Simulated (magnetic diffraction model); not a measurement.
# Magnetic neutron pattern of Yb3Mg2NbO9

Space group Immm (no. 71), a = 5.4740 Å, b = 7.7350 Å, c = 17.0440 Å.

```csv
site,atom,x,y,z
8l,Yb,0,0.7253,0.8492
4h,Yb,1/2,0.2810,0
4j,Nb,1/2,0,0.8285
2d,Mg,0,1/2,0
4i,Mg,1/2,1/2,0.8328
2a,Mg,0,0,0
8m,O,0.7632,0,0.9089
8m,O,0.2406,1/2,0.7592
8m,O,0.7501,0,0.5814
8l,O,1/2,0.7569,0.8432
4g,O,0,0.2667,0
```

This is a made-up structure (elements placed in a structure type, unrelaxed), so the numbers test the method and describe no known phase.

Only Yb is taken to order (form factors of Yb3+); orders and moment sizes are assumed, and not adapted to the symmetry. Radiation: neutrons of λ = 2.52 Å, 5° to 65°; isotropic B of 0.55 Å² (Yb), 0.48 Å² (Nb), 0.74 Å² (Mg) and 0.8 Å² (O). The intensities are simulated: I ∝ L Σ (|F_N|² + |F_M⊥|²) for unpolarised neutrons, with F_M = 2.695 fm/μB × Σ f(s) S exp(2πi Q·r) exp(−B s²) at Q = H ± k (one set where k and −k are equivalent), only the part normal to Q counting and L = 1/(sin²θ cos θ). For collinear order S is the moment m, which repeats by lattice and centring translations R with the sign exp(−2πi k·R). Form factors are spin-only for 3d ions and dipole or tabulated for f ions, scattering lengths are Sears's of 1992, and absorption is left out. A label names one of the reflections at its angle. The strongest nuclear line in the range is 100, and lines under 0.2 are left out.

Assume the order k = (0 0 0), collinear moments along [111], 1.87 μB on Yb; signs + at (0, 0.7253, 0.8492), + at (1/2, 0.2253, 0.6508), + at (1/2, 0.2810, 0), + at (0, 0.2747, 0.8492), + at (1/2, 0.7747, 0.6508), + at (1/2, 0.7190, 0).

Predict the pattern, nuclear and magnetic parts apart.

| 2θ (°) | index | nuclear | magnetic |
| --- | --- | --- | --- |
| 17.00 | (0 0 2) | 2.8 | 0.1 |
| 20.61 | (0 1 1) | 7.2 | 0.6 |
| 27.98 | (1 0 1) | 0.4 | 0.1 |
| 31.95 | (0 1 3) | 0.3 | 0.0 |
| 32.76 | (1 1 0) | 1.6 | 0.0 |
| 34.40 | (0 0 4) | 6.0 | 0.1 |
| 37.13 | (1 1 2) | 4.9 | 0.2 |
| 37.28 | (1 0 3) | 0.2 | 9.3 |
| 38.03 | (0 2 0) | 0.0 | 6.0 |
| 41.93 | (0 2 2) | 3.3 | 0.1 |
| 47.65 | (0 1 5) | 1.9 | 0.0 |
| 47.87 | (1 2 1) | 0.2 | 0.1 |
| 48.23 | (1 1 4) | 1.7 | 0.2 |
| 51.63 | (1 0 5) | 5.5 | 0.4 |
| 52.20 | (0 2 4) | 2.9 | 0.2 |
| 52.66 | (0 0 6) | 24.9 | 0.8 |
| 54.31 | (1 2 3) | 100.0 | 9.3 |
| 54.82 | (2 0 0) | 29.6 | 3.5 |
| 57.83 | (2 0 2) | 1.0 | 0.1 |
| 59.19 | (2 1 1) | 0.7 | 0.2 |
| 59.24 | (0 3 1) | 7.1 | 0.7 |
| 63.42 | (1 1 6) | 0.9 | 0.0 |
| 64.91 | (0 3 3) | 0.2 | 0.0 |

The strongest magnetic line in the range is (1 0 3) at 37.28° (9.3). On top of the Lorentz factor, which all lines share, magnetic lines fade with angle because f falls: for Yb3+ it is 0.97, 0.88, 0.76 and 0.51 at sin θ/λ = 0.1, 0.2, 0.3 and 0.5 Å⁻¹, while nuclear lengths stay constant. The net moment is 11.22 μB a primitive cell.

[Logs are printed without paths, hosts, clocks, repeated set-up lines and the standing remarks that a program may print on its own settings, such as how far it seeks lower states.]
